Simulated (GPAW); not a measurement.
**LiNbO3 (R3c): one start, several treatments of the self-energy**

How much does the gap of LiNbO3 (R3c) depend on the approximation to the self-energy?

Method: PBE and many-body steps on it, plane waves, in GPAW 26.7.0.

### Step 1. Set-up

Symmetry: R3c, No. 161, trigonal system. Conventional cell: a = 5.152 Å, b = 5.152 Å, c = 13.869 Å, α = 90.00°, β = 90.00°, γ = 120.00°. Nearest to Li lie 6 O at 2.07 to 2.24 Å. Nearest to Nb lie 6 O at 1.88 to 2.13 Å. Nearest to O lie 2 Nb at 1.88 to 2.13 Å and 2 Li at 2.07 to 2.24 Å. Farther neighbours and most contacts between anions are not listed.

Coordinates:

```xyz
10
Lattice="2.5758 1.4871 4.6230 -2.5758 1.4871 4.6230 0.0000 -2.9743 4.6230" Properties=species:S:1:pos:R:3 pbc="T T T"
Li    0.0000    0.0000    3.9041
Li    0.0000    0.0000   10.8386
Nb    0.0000    0.0000    0.0008
Nb    0.0000    0.0000    6.9353
O    -0.6338   -1.4403    5.5026
O     1.5642    0.1713    5.5026
O    -0.9305    1.2690    5.5026
O    -1.6453   -0.2181    7.8141
O     0.6338    1.5340    7.8141
O     1.0116   -1.3159    7.8141
```

The cell and positions come from the Crystallography Open Database and are kept as given unless a step says otherwise.

### Step 2. Empty states on the mesh, 4×4×4 mesh, 95 bands

This step: GPAW 26.7.0; DFT, PBE, plane waves, PAW.

The sums over transitions need many empty states on a uniform mesh; this step solves for them.

Contents of run.py:

```python
import json
import numpy as np
from gpaw.mpi import world
from gpaw import GPAW

calc = GPAW('gs.gpw').fixed_density(kpts={'size': (4, 4, 4), 'gamma': True},
    nbands=110,
    convergence={'bands': 95},
    txt='nscf.txt')
calc.write('full.gpw', mode='all')
res = {}
kpts = calc.get_ibz_k_points()
res['kpts'] = kpts
res['eigenvalues'] = [calc.get_eigenvalues(kpt=k) for k in range(len(kpts))]
res['n_electrons'] = calc.get_number_of_electrons()

if world.rank == 0:
    with open('result.json', 'w') as f:
        json.dump(res, f, default=lambda x: x.tolist())
```

Launch:

```sh
$ mpirun -n 4 gpaw python run.py
```

Numbers of over 12 decimals in the logs are rounded to 6 here.

The log of the run:

```text
Diagonalizing LCAO Hamiltonian
Converting LCAO to pw mode
convergence criteria:
- Maximum integral of absolute [eigenst]ate change: 4e-08 eV^2 / valence electron
maximum number of iterations: 100

SCF iterations
|iter     |     time |      energy | eigst |  dens |
|iter:   1|  |             | +3.36 |       |
|iter:   2|  |             | +2.05 |       |
|iter:   3|  |             | +0.94 |       |
[...]
|iter:  11|  |             | -6.41 |       |
|iter:  12|  |             | -7.27 |       |
|iter:  13|  |             | -7.61c|       |
SCF steps: 13
  __  _  _
 | _ |_)|_||  |
 |__||  | ||/\| - 26.7.0

Input parameters:
  mode=PW(ecut=600.0),
  convergence={'bands': 95},
  gpts=array([32, 32, 32]),
  kpts=MonkhorstPack(size=(4, 4, 4), gamma=True),
  maxiter=100,
  nbands=110,
  occupations=Occupations(name='fermi-dirac', width=0.001, fixmagmom=False),
  parallel={},
  xc=XC(name='PBE')
# Writing to full.gpw (mode='all')
  [... matrices ...]

timing:  # [seconds]
  Total: 0.055  # ━━━━━━━━━━━━━━━━━━━━━━━━━━━━━━━━━━━━━━━━━━━━━━━━━━━━━━━━━━━
```

It took 44 s on 4 MPI ranks of Arm Neoverse V1, shared host; peak memory 1.1 GiB.

Numbers from this step:

```
gap                                                           : 3.594 eV
k of the valence top                                          : 0, 0, 0
k of the conduction bottom                                    : 0.5, 0.25, 0
least direct gap                                              : 3.598 eV
k points computed                                             : 14
lowest point of the top converged band, above the valence top : 36.26 eV
```

On this mesh the gap is 3.594 eV.

### Step 3. G0W0, Godby-Needs plasmon pole

G0W0 replaces the xc potential by the self-energy, built once from these orbitals. Only a window of levels is corrected, while the sums run over the empty bands that the input names.

This step: G0W0 on PBE, plane waves, PAW.

Contents of run.py:

```python
import json
import numpy as np
from gpaw.mpi import world
from gpaw.response.g0w0 import G0W0

gw = G0W0('full.gpw',
    filename='gw',
    kpts=[0, 9],
    bands=(30, 34),
    ecut=50,
    nbands=85,
    integrate_gamma='WS',
    ppa=True)
gw.calculate()
res = {mode: {k: v for k, v in r.items() if k != 'sigma_eskwn'}
       for mode, r in gw.all_results.items()}

if world.rank == 0:
    with open('result.json', 'w') as f:
        json.dump(res, f, default=lambda x: x.tolist())
```

Launch:

```sh
$ mpirun -n 4 gpaw python run.py
```

The log of the run:

```text
Using integrator: PointIntegrator
FrequencyGridDescriptor(from 0.000+0.000j to 0.000+27.211j eV, 2 points)
Nonperiodic BCs:  [False False False]
Using integrator: PointIntegrator
FrequencyGridDescriptor(from 0.000+0.000j to 0.000+27.211j eV, 2 points)
Nonperiodic BCs:  [False False False]
  ___  _ _ _
 |   || | | |
 | | || | | |
 |__ ||_____|
 |___|

BZ k-points: Symmetries present (total): 3

  [... matrices ...]
64 k-points: 4 x 4 x 4 Monkhorst-Pack grid + [1/8,1/8,1/8]
14 k-points in the irreducible part of the Brillouin zone
       k-points in crystal coordinates                weights
   0:     0.00000000    0.00000000    0.00000000          1/64
   1:     0.25000000    0.00000000   -0.25000000          6/64
   2:     0.25000000    0.00000000    0.00000000          6/64
   3:     0.25000000    0.25000000   -0.25000000          6/64
   4:     0.25000000    0.25000000    0.00000000          6/64
   5:     0.25000000    0.25000000    0.25000000          2/64
   6:     0.50000000    0.00000000    0.00000000          3/64
   7:     0.50000000    0.00000000    0.25000000          6/64
   8:     0.50000000    0.25000000   -0.25000000          6/64
   9:     0.50000000    0.25000000    0.00000000          6/64
          ...
  13:     0.50000000    0.50000000    0.50000000          1/64

Distributing spins, k-points and bands (1 x 2 x 4) over 4 processes
Number of blocks: 1

Quasi particle states:
k-points (IBZ indices): [0, 9]
Band range: (30, 34)
  [... matrices ...]
Computational parameters:
Plane wave cut-off: 50 eV
Number of bands: 85
Coulomb cutoff: None
Broadening: 0.1 eV

fxc modes: GW
Kernel: RPA
Using Godby-Needs plasmon-pole approximation:
  Fitting energy: i*E0, E0 = 1.000 Hartree
Summing all q:

Calculating screened Coulomb potential
No Coulomb truncation
FrequencyGridDescriptor(from 0.000+0.000j to 0.000+27.211j eV, 2 points)
Removing empty qpoint cache files...

Calculating chi0 body with:
    Ground state adapter containing:
    Number of spins: 1
    Number of kpoints: 64
    Number of irreducible kpoints: 14
    Number of completely occupied states: 32
    Number of partially occupied states: 32
    Occupied states memory: 16.0 M / cpu

    Linear response parametrization:
    q_c: [0.0, 0.0, 0.0]
    Number of frequency points: 2
    Planewave cutoff: 50.0
    Number of bands: 85
    Number of planewaves: 77
    Broadening (eta): 1e-06
    comm.size: 4
    kncomm.size: 4
    blockcomm.size: 1

    Memory estimate of potentially large arrays:
        chi0_wGG: 0.180939 M / cpu
Integrating chi0 body.

Symmetries of q_c:
    Direct symmetries (Uq -> q): 3
    Indirect symmetries (TUq -> q): 3
In total 6 allowed symmetries.

  [... matrices ...]
14 groups of equivalent kpoints. 78.125% reduction.

Integral kind: response function
Integrating chi0 head and wings.

Symmetries of q_c:
    Direct symmetries (Uq -> q): 3
    Indirect symmetries (TUq -> q): 3
In total 6 allowed symmetries.

  [... matrices ...]
14 groups of equivalent kpoints. 78.125% reduction.

Integral kind: response function wings

Calculating chi0 body with:
    Ground state adapter containing:
    Number of spins: 1
    Number of kpoints: 64
    Number of irreducible kpoints: 14
    Number of completely occupied states: 32
    Number of partially occupied states: 32
    Occupied states memory: 16.0 M / cpu

    Linear response parametrization:
[... the further q-points ...]

Results:
f:      Occupation numbers
eps:     KS-eigenvalues [eV]
vxc:     KS vxc [eV]
exx:     Exact exchange [eV]
sigma:   Self-energies [eV]
dsigma:  Self-energy derivatives
Z:       Renormalization factors
qp:      QP-energies [eV]

k-point 0 (0): (0.000, 0.000, 0.000)                GW
band       f     eps     vxc     exx   sigma  dsigma       Z      qp
                                                                   GW
  30   1.000   4.129 -20.693 -25.728   4.996  -0.292   0.774   4.099
  31   1.000   4.129 -20.693 -25.728   4.996  -0.292   0.774   4.099
  32   0.000   7.727 -19.729 -13.852  -3.401  -0.224   0.817   9.749
  33   0.000   7.727 -19.729 -13.852  -3.401  -0.224   0.817   9.749

k-point 1 (9): (0.500, 0.250, 0.000)                GW
band       f     eps     vxc     exx   sigma  dsigma       Z      qp
                                                                   GW
  30   1.000   3.828 -20.627 -25.637   4.938  -0.290   0.775   3.772
  31   1.000   4.020 -20.652 -25.765   5.032  -0.292   0.774   3.957
  32   0.000   7.723 -19.711 -13.786  -3.459  -0.223   0.818   9.739
  33   0.000   8.202 -20.057 -14.132  -3.422  -0.231   0.812  10.236
```

Elapsed: 2.1 min, on 4 MPI ranks; peak memory 2.4 GiB; 8.4 min of CPU time.

This step gave:

| Property | Result |
| --- | --- |
| G0W0 gap on the points computed | 5.641 eV |
| least direct G0W0 gap on the computed points | 5.650 eV |
| Z at the valence top | 0.7742 |
| Z at the conduction bottom | 0.8177 |
| starting gap on the mesh | 3.594 eV |
| k of the valence top | 0, 0, 0 |
| k of the conduction bottom | 0.5, 0.25, 0 |

The gap on the mesh goes from 3.59 eV to 5.64 eV, a correction of +2.05 eV.

### Step 4. G0W0, full frequency, Hilbert transform

Edit run.py of step 3 so:

```diff
@@ -12,3 +12,5 @@
     integrate_gamma='WS',
-    ppa=True)
+    frequencies={'type': 'nonlinear', 'domega0': 0.1, 'omega2': 15.0},
+    eta=0.1,
+    nblocksmax=True)
 gw.calculate()
```

Launch:

```sh
$ mpirun -n 4 gpaw python run.py
```

The log of the run:

```text
Using integrator: PointIntegrator
NonLinearFrequencyDescriptor(from 0.000 to 87.349 eV, 257 points)
Nonperiodic BCs:  [False False False]
Using integrator: PointIntegrator
NonLinearFrequencyDescriptor(from 0.000 to 87.349 eV, 257 points)
Nonperiodic BCs:  [False False False]
  ___  _ _ _
 |   || | | |
 | | || | | |
 |__ ||_____|
 |___|

BZ k-points: Symmetries present (total): 3

  [... matrices ...]
64 k-points: 4 x 4 x 4 Monkhorst-Pack grid + [1/8,1/8,1/8]
14 k-points in the irreducible part of the Brillouin zone
       k-points in crystal coordinates                weights
   0:     0.00000000    0.00000000    0.00000000          1/64
   1:     0.25000000    0.00000000   -0.25000000          6/64
   2:     0.25000000    0.00000000    0.00000000          6/64
[...]
9:     0.50000000    0.25000000    0.00000000          6/64
          ...
  13:     0.50000000    0.50000000    0.50000000          1/64

Distributing spins, k-points and bands (1 x 2 x 4) over 1 process
Number of blocks: 4

Quasi particle states:
k-points (IBZ indices): [0, 9]
Band range: (30, 34)
  [... matrices ...]
Computational parameters:
Plane wave cut-off: 50 eV
Number of bands: 85
Coulomb cutoff: None
Broadening: 0.1 eV

fxc modes: GW
Kernel: RPA
Using full-frequency real axis integration
Summing all q:

Calculating screened Coulomb potential
No Coulomb truncation
NonLinearFrequencyDescriptor(from 0.000 to 87.349 eV, 257 points)
Removing empty qpoint cache files...

Calculating chi0 body with:
    Ground state adapter containing:
    Number of spins: 1
    Number of kpoints: 64
    Number of irreducible kpoints: 14
    Number of completely occupied states: 32
    Number of partially occupied states: 32
    Occupied states memory: 16.0 M / cpu

[...]
Number of frequency points: 257
    Planewave cutoff: 50.0
    Number of bands: 85
    Number of planewaves: 77
    Broadening (eta): 0.1
    comm.size: 4
    kncomm.size: 1
    blockcomm.size: 4

    Memory estimate of potentially large arrays:
        chi0_wGG: 5.812656 M / cpu
Integrating chi0 body.

Symmetries of q_c:
    Direct symmetries (Uq -> q): 3
    Indirect symmetries (TUq -> q): 3
In total 6 allowed symmetries.

  [... matrices ...]
14 groups of equivalent kpoints. 78.125% reduction.

Integral kind: spectral function
Integrating chi0 head and wings.

Symmetries of q_c:
    Direct symmetries (Uq -> q): 3
    Indirect symmetries (TUq -> q): 3
In total 6 allowed symmetries.

  [... matrices ...]
14 groups of equivalent kpoints. 78.125% reduction.

Integral kind: spectral function wings

Calculating chi0 body with:
    Ground state adapter containing:
    Number of spins: 1
    Number of kpoints: 64
    Number of irreducible kpoints: 14
    Number of completely occupied states: 32
    Number of partially occupied states: 32
    Occupied states memory: 16.0 M / cpu

    Linear response parametrization:
[... the further q-points ...]

Results:
f:      Occupation numbers
eps:     KS-eigenvalues [eV]
vxc:     KS vxc [eV]
exx:     Exact exchange [eV]
sigma:   Self-energies [eV]
dsigma:  Self-energy derivatives
Z:       Renormalization factors
qp:      QP-energies [eV]

k-point 0 (0): (0.000, 0.000, 0.000)                GW
band       f     eps     vxc     exx   sigma  dsigma       Z      qp
                                                                   GW
  30   1.000   4.129 -20.693 -25.728   4.994  -0.349   0.742   4.099
  31   1.000   4.129 -20.693 -25.728   4.994  -0.349   0.742   4.099
  32   0.000   7.727 -19.729 -13.852  -3.403  -0.269   0.788   9.676
[...]
k-point 1 (9): (0.500, 0.250, 0.000)                GW
band       f     eps     vxc     exx   sigma  dsigma       Z      qp
                                                                   GW
[...]
32   0.000   7.723 -19.711 -13.786  -3.462  -0.268   0.788   9.665
  33   0.000   8.202 -20.057 -14.132  -3.445  -0.298   0.770  10.114
```

The job ended after 2.9 min (4 MPI ranks; peak memory 2.5 GiB).

Numbers from this step:

```yaml
g0w0_gap_on_the_points_computed: 5.566 eV
least_direct_g0w0_gap_on_the_computed_points: 5.577 eV
z_at_the_valence_top: 0.7415
z_at_the_conduction_bottom: 0.7885
starting_gap_on_the_mesh: 3.594 eV
k_of_the_valence_top: 0, 0, 0
k_of_the_conduction_bottom: 0.5, 0.25, 0
```

Against G0W0 in GPAW (4×4×4 mesh, 85 bands, screening to 50 eV, Godby-Needs plasmon pole), the gap moves by −0.074 eV.

### Step 5. G0W0, multipole

Edit run.py of step 4 so:

```diff
@@ -12,5 +12,3 @@
     integrate_gamma='WS',
-    frequencies={'type': 'nonlinear', 'domega0': 0.1, 'omega2': 15.0},
-    eta=0.1,
-    nblocksmax=True)
+    mpa={'npoles': 4, 'wrange': [0, 40], 'varpi': 20.0, 'eta0': 0.01, 'eta_rest': 1.0, 'alpha': 1})
 gw.calculate()
```

Launch:

```sh
$ mpirun -n 4 gpaw python run.py
```

The log of the run:

```text
Using integrator: PointIntegrator
FrequencyGridDescriptor(from 0.000+0.010j to 40.000+20.000j eV, 8 points)
Nonperiodic BCs:  [False False False]
Using integrator: PointIntegrator
FrequencyGridDescriptor(from 0.000+0.010j to 40.000+20.000j eV, 8 points)
Nonperiodic BCs:  [False False False]
  ___  _ _ _
 |   || | | |
 | | || | | |
 |__ ||_____|
 |___|

BZ k-points: Symmetries present (total): 3

  [... matrices ...]
64 k-points: 4 x 4 x 4 Monkhorst-Pack grid + [1/8,1/8,1/8]
14 k-points in the irreducible part of the Brillouin zone
[...]
GW
  30   1.000   4.129 -20.693 -25.728   4.982  -0.351   0.740   4.090
  31   1.000   4.129 -20.693 -25.728   4.982  -0.351   0.740   4.090
  32   0.000   7.727 -19.729 -13.852  -3.395  -0.280   0.781   9.666
[...]
k-point 1 (9): (0.500, 0.250, 0.000)                GW
band       f     eps     vxc     exx   sigma  dsigma       Z      qp
                                                                   GW
[...]
32   0.000   7.723 -19.711 -13.786  -3.448  -0.278   0.783   9.661
  33   0.000   8.202 -20.057 -14.132  -3.434  -0.293   0.773  10.129
```

Run time: 2.4 min. Hardware: 4 MPI ranks; peak memory 2.4 GiB.

Numbers from this step:

```yaml
g0w0_gap_on_the_points_computed: 5.571 eV
least_direct_g0w0_gap_on_the_computed_points: 5.575 eV
starting_gap_on_the_mesh: 3.594 eV
k_of_the_valence_top: 0, 0, 0
k_of_the_conduction_bottom: 0.5, 0.25, 0
```

Against G0W0 in GPAW (4×4×4 mesh, 85 bands, screening to 50 eV, Godby-Needs plasmon pole), the gap moves by −0.070 eV.

### Step 6. The runs together

Times are wall times on 4 MPI ranks of Arm Neoverse V1, shared host, good to a factor of about two.

```csv
run,mesh,bands,screening cutoff (eV),DFT gap (eV),gap on the mesh (eV),direct (eV),time
"G0W0, Godby-Needs plasmon pole",4×4×4,85,50,3.594,5.641,5.650,2.1 min
"G0W0, full frequency, Hilbert transform",4×4×4,85,50,3.594,5.566,5.577,2.9 min
"G0W0, multipole",4×4×4,85,50,3.594,5.571,5.575,2.4 min
```

### Step 7. Summary of results

```json
{"G0W0, Godby-Needs plasmon pole": "5.641 eV", "G0W0, full frequency, Hilbert transform": "5.566 eV", "G0W0, multipole": "5.571 eV", "known limits": "not at the basis limit; no spin-orbit coupling"}
```

In words: G0W0, full frequency, Hilbert transform: −0.074 eV against G0W0, Godby-Needs plasmon pole. G0W0, multipole: −0.070 eV against G0W0, Godby-Needs plasmon pole. Bands and cutoff are finite, so the gap is not at the basis limit. The miss can reach some tenths of an eV and take either sign; the mesh is an error of its own. These stock PAW sets were not made for GW. In the G0W0 runs levels were corrected at 2 k points alone, so a gap called «on the mesh» is the least over those, and an edge elsewhere would be missed. The many-body steps are scalar-relativistic: spin-orbit coupling is not in them.

[Paths, hosts, dates, memory and timing lines, banners, echoed tables and standing remarks are left out of the program output.]

[Logs are printed without paths, hosts, clocks, repeated set-up lines and the standing remarks that a program may print on its own settings, such as how far it seeks lower states.]

[Runs of the session that timed out or met a known fault of the program may be left out.]

[Hosts, paths, dates, database ids (printed as entryN), source tags and the programs' standing remarks are cut or masked in the printed files.]
